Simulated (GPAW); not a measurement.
# Near-edge structure at the Rh L₃ edge of Rh (Rhodium, Fm-3m), part 2 of 2

Aim: the dependence of the Rh L₃ near-edge features of Rh (Rhodium, Fm-3m) on volume.

GPAW 26.7.0; X-ray absorption from dipole matrix elements to empty bands, plane-wave PAW PBE.

So far. Step 10 (Spectrum with XCH, Rh atom 1): The scaled spectrum changes by 4 % r.m.s. The highest intensity below 24 eV stays at 0.4 eV.

The database entry behind the starting cell differs from later determinations by our own check (an axis about 0.2 % short against later determinations), so it need not match the best structure at ambient conditions.

## Step 12: Spectrum with XCH, Rh atom 1

Changed against the first core-hole run: volume scale from 1 to 1.06.

Input file xas.py:

```python
import numpy as np
from ase import Atoms
from ase.parallel import parprint, paropen
from gpaw import GPAW, PW, FermiDirac, Mixer, MixerDif, setup_paths
from gpaw.test import gen
setup_paths.insert(0, '.')
gen('Rh', name='fch2p', xcname='PBE', corehole=(2, 1, 1), write_xml=True)
from gpaw.mpi import world
world.barrier()

atoms = Atoms('Rh13',
    cell=[[-1.9350722, 0, 5.80521659],
     [0, 5.80521659, 1.9350722],
     [-5.80521659, -1.9350722, 0]],
    scaled_positions=[[0, 0, 0],
     [0.30769231, 0.07692308, 0.23076923],
     [0.07692308, 0.76923077, 0.30769231],
     [0.53846154, 0.38461538, 0.15384615],
     [0.15384615, 0.53846154, 0.61538462],
     [0.61538462, 0.15384615, 0.46153846],
     [0.76923077, 0.69230769, 0.07692308],
     [0.23076923, 0.30769231, 0.92307692],
     [0.38461538, 0.84615385, 0.53846154],
     [0.84615385, 0.46153846, 0.38461538],
     [0.46153846, 0.61538462, 0.84615385],
     [0.92307692, 0.23076923, 0.69230769],
     [0.69230769, 0.92307692, 0.76923077]],
    pbc=True)
atoms.calc = calc = GPAW(legacy_gpaw=True, mode=PW(430, force_complex_dtype=True), xc='PBE', setups={0: 'fch2p'},
    kpts={'size': (5, 5, 5), 'gamma': True}, occupations=FermiDirac(0.1),
    charge=-1, mixer=Mixer(0.1, 5, 50), maxiter=150,
    convergence={'density': 0.0001, 'eigenstates': 1e-6}, txt='scf.txt')
energy = atoms.get_potential_energy() + calc.get_reference_energy()
ef = calc.get_fermi_level()
out = dict(energy=energy, fermi=ef, forces=atoms.get_forces().tolist())
parprint(f'all-electron energy {energy:.4f} eV, Fermi level {ef:.4f} eV')
ev = np.array([[calc.get_eigenvalues(k, s) for k in range(len(calc.get_ibz_k_points()))] for s in range(calc.get_number_of_spins())])
out['homo'], out['lumo'], out['counts'] = ev[ev < ef].max(), ev[ev > ef].min(), sorted(set((ev < ef).sum((0, 2)).tolist()))
out['filled'] = (ev[:, 0] < ef).sum(1).tolist()

from ase.units import Ha
from gpaw.xas import dipole_matrix_elements
nb = int(calc.get_number_of_electrons() / 2) + 180
top, nb = nb, nb + 8 + nb // 12
nscf = calc.fixed_density(kpts={'size': (7, 7, 7), 'gamma': True}, nbands=nb,
    convergence={'bands': top, 'eigenstates': 5e-3}, maxiter=60, txt='nscf.txt')
cell = atoms.cell.array
ops = [cell.T @ U.T @ np.linalg.inv(cell.T) for U in nscf.wfs.kd.symmetry.op_scc]
E = np.arange(-6, 34, 0.1)
fwhm = np.interp(E, [4, 25], [2.13, 3.5])
Y, X, zero, highest = 0, 0, 1e9, 1e9
for spin in range(nscf.get_number_of_spins()):
    wfs = nscf.wfs
    mine = wfs.bd.get_slice()  # this rank's bands
    A = dipole_matrix_elements(wfs.setups[0])
    eps = np.zeros((wfs.kd.nibzkpts, nb))
    d = np.zeros((3, A.shape[1], wfs.kd.nibzkpts, nb), complex)
    for kpt in wfs.kpt_u:
        if kpt.s == spin and 0 in kpt.P_ani:
            eps[kpt.k, mine] = kpt.eps_n * Ha
            d[:, :, kpt.k, mine] = (kpt.weight * wfs.nspins / 2) ** 0.5 * np.inner(A, kpt.P_ani[0])
    world.sum(eps)
    world.sum(d)
    T = np.einsum('amkn,bmkn->abkn', d, d.conj()).real
    T = sum(np.einsum('ai,ijkn,bj->abkn', R, T, R) for R in ops) / len(ops)
    empty = eps > ef
    zero, highest = min(zero, eps[empty].min()), min(highest, eps[:, top - 1].min())
    lines = [(eps, T, empty)] if spin == 0 else lines + [(eps, T, empty)]
for eps, T, empty in lines:
    f = np.einsum('aakn->akn', T).reshape(3, -1)
    x = eps.ravel() - zero
    w = np.interp(x, E, fwhm) / 2.35482
    g = np.exp(-0.5 * ((E[:, None] - x) / w) ** 2) / (w * (2 * np.pi) ** 0.5)
    Y = Y + (f * empty.ravel()) @ g.T
    X = X + (f * ~empty.ravel()) @ g.T
out.update(E=E.round(2).tolist(), xas=Y.tolist(), xes=X.tolist(), zero=zero, valid=highest - zero, nk=len(eps), nb=nb)
for i in range(0, len(E), 10):
    parprint(f'{E[i]:7.2f}', *(f'{v:10.3e}' for v in Y[:, i]))
import json
with paropen('out.json', 'w') as f:
    json.dump(out, f)
```

Run with:

```
$ OMP_NUM_THREADS=1 mpirun -n 4 gpaw python xas.py
```

Wall time 4.1 min (4 MPI ranks of AMD EPYC 9R45, shared host); peak memory 0.86 GiB.

```
E (eV)  first run  this run
  -2.0       0.10      0.11
  -1.0       0.90      0.94
   0.0       2.51      2.56
   1.0       2.44      2.42
   2.0       1.22      1.22
   3.0       0.80      0.82
   4.0       0.73      0.74
   5.0       0.65      0.64
   6.0       0.55      0.54
   7.0       0.50      0.57
   8.0       0.63      0.74
   9.0       0.80      0.82
  10.0       0.80      0.79
  11.0       0.82      0.90
  12.0       1.00      1.08
  13.0       1.16      1.17
  14.0       1.22      1.18
  15.0       1.24      1.19
  16.0       1.22      1.14
  17.0       1.10      0.99
  18.0       0.89      0.79
  19.0       0.68      0.66
  20.0       0.63      0.73
  21.0       0.76      0.89
  22.0       0.91      0.93
  23.0       0.90      0.80
  24.0       0.76      0.66
  25.0       0.64      0.67
  26.0       0.68      0.83
  27.0       0.85      1.04
  28.0       1.04      1.16
  29.0       1.15      1.15
  30.0       1.12      1.02
  31.0       0.98      0.83
  32.0       0.79      0.67
```

The scaled spectrum changes by 7 % r.m.s. The highest intensity below 24 eV stays at 0.4 eV.

The photon energy of the zero moves by -0.15 eV.

## Step 13: The volumes side by side

```
volume  nearest distance (Å)  shift of the zero (eV)  maximum 1 (eV above own zero)  maximum 2 (eV above own zero)  maximum 3 (eV above own zero)
  0.94                 2.629                   +0.15                            0.4                           15.8                           23.2
  0.97                 2.657                   +0.08                            0.4                           15.6                           22.8
     1                 2.684                   +0.00                            0.4                           15.2                           22.4
  1.03                 2.711                   -0.07                            0.4                           15.0                           22.0
  1.06                 2.737                   -0.15                            0.4                           14.8                           21.8
```

The curves, each shifted by its zero's change so that they share one photon-energy axis, counted from the zero at V × 1:

```
E (eV)  V × 0.94  V × 0.97  V × 1  V × 1.03  V × 1.06
  -2.0      0.06      0.08   0.10      0.13      0.16
  -1.0      0.67      0.78   0.90      1.03      1.17
   0.0      2.24      2.38   2.51      2.60      2.69
   1.0      2.61      2.53   2.44      2.34      2.23
   2.0      1.38      1.30   1.22      1.16      1.11
   3.0      0.80      0.80   0.80      0.80      0.80
   4.0      0.72      0.73   0.73      0.73      0.73
   5.0      0.67      0.66   0.65      0.64      0.62
   6.0      0.58      0.56   0.55      0.54      0.54
   7.0      0.49      0.49   0.50      0.54      0.59
   8.0      0.49      0.55   0.63      0.70      0.76
   9.0      0.67      0.75   0.80      0.81      0.81
  10.0      0.81      0.81   0.80      0.79      0.80
  11.0      0.79      0.79   0.82      0.87      0.93
  12.0      0.85      0.92   1.00      1.06      1.10
  13.0      1.05      1.12   1.16      1.17      1.17
  14.0      1.22      1.22   1.22      1.20      1.19
  15.0      1.28      1.26   1.24      1.21      1.19
  16.0      1.29      1.26   1.22      1.17      1.13
  17.0      1.24      1.17   1.10      1.03      0.96
  18.0      1.06      0.97   0.89      0.82      0.76
  19.0      0.81      0.74   0.68      0.66      0.66
  20.0      0.62      0.61   0.63      0.68      0.75
  21.0      0.62      0.68   0.76      0.84      0.90
  22.0      0.77      0.85   0.91      0.93      0.92
  23.0      0.91      0.92   0.90      0.85      0.78
  24.0      0.89      0.83   0.76      0.69      0.65
  25.0      0.75      0.68   0.64      0.64      0.68
  26.0      0.63      0.63   0.68      0.76      0.86
  27.0      0.66      0.74   0.85      0.96      1.06
  28.0      0.82      0.94   1.04      1.12      1.17
  29.0      1.01      1.10   1.15      1.16      1.14
  30.0      1.13      1.15   1.12      1.07      0.99
  31.0      1.11      1.06   0.98      0.89      0.81
  32.0      0.98      0.88   0.79      0.71      0.65
```

## Step 14: Outcome

```yaml
absorber_and_edge: Rh L₃, atom 1 of the ground-state input (counted from 1)
surroundings: 12 Rh at 2.68 Å (cuboctahedral, site symmetry m-3m)
highest_intensity_below_24_ev: 0.4 eV above the zero, height 2.79
```

From V × 0.94 to V × 1.06 the nearest distance grows by 0.107 Å and the zero moves by -0.30 eV. Above their own zero, the maxima move from 0.4 to 0.4 eV, from 15.8 to 14.8 eV and from 23.2 to 21.8 eV. The one highest in energy moves most, in the direction that the rule ΔE·R² ≈ constant for scattering resonances gives. The Rh L₃ edge of atom 1, with 12 Rh at 2.68 Å (cuboctahedral, site symmetry m-3m), has its highest intensity of the first 24 eV at 0.4 eV above the zero, 2.8 times the mean level of the first 20 eV (Gaussian full width 2.13 eV up to 4 eV, rising linearly to 3.5 eV at 25 eV). Only the L₃ part is meant: spin–orbit coupling of the core level isn't computed and the L₂ copy isn't added. The script folds with a Gaussian, whereas the core hole's own line is a Lorentzian, so the onset is too steep and the first peak too high. The holes are only 6.0 Å apart, so the shape is probably not converged with cell size; no larger cell was run here. The structure is a published determination, not relaxed.

[Logs are printed without paths, hosts, clocks, repeated set-up lines and the standing remarks that a program may print on its own settings, such as how far it seeks lower states.]

[Hosts, paths, dates, database ids (printed as entryN), source tags and the programs' standing remarks are cut or masked in the printed files.]

[Lists of maxima count a maximum above −3 eV only where it reaches 4 % of the highest in the window and stands out from its surroundings by 2 % of it (1.5 % where it reaches 55 %); shoulders and weaker maxima are passed over, and of the rest the first, up to two pre-edge ones and the few strongest are named.]
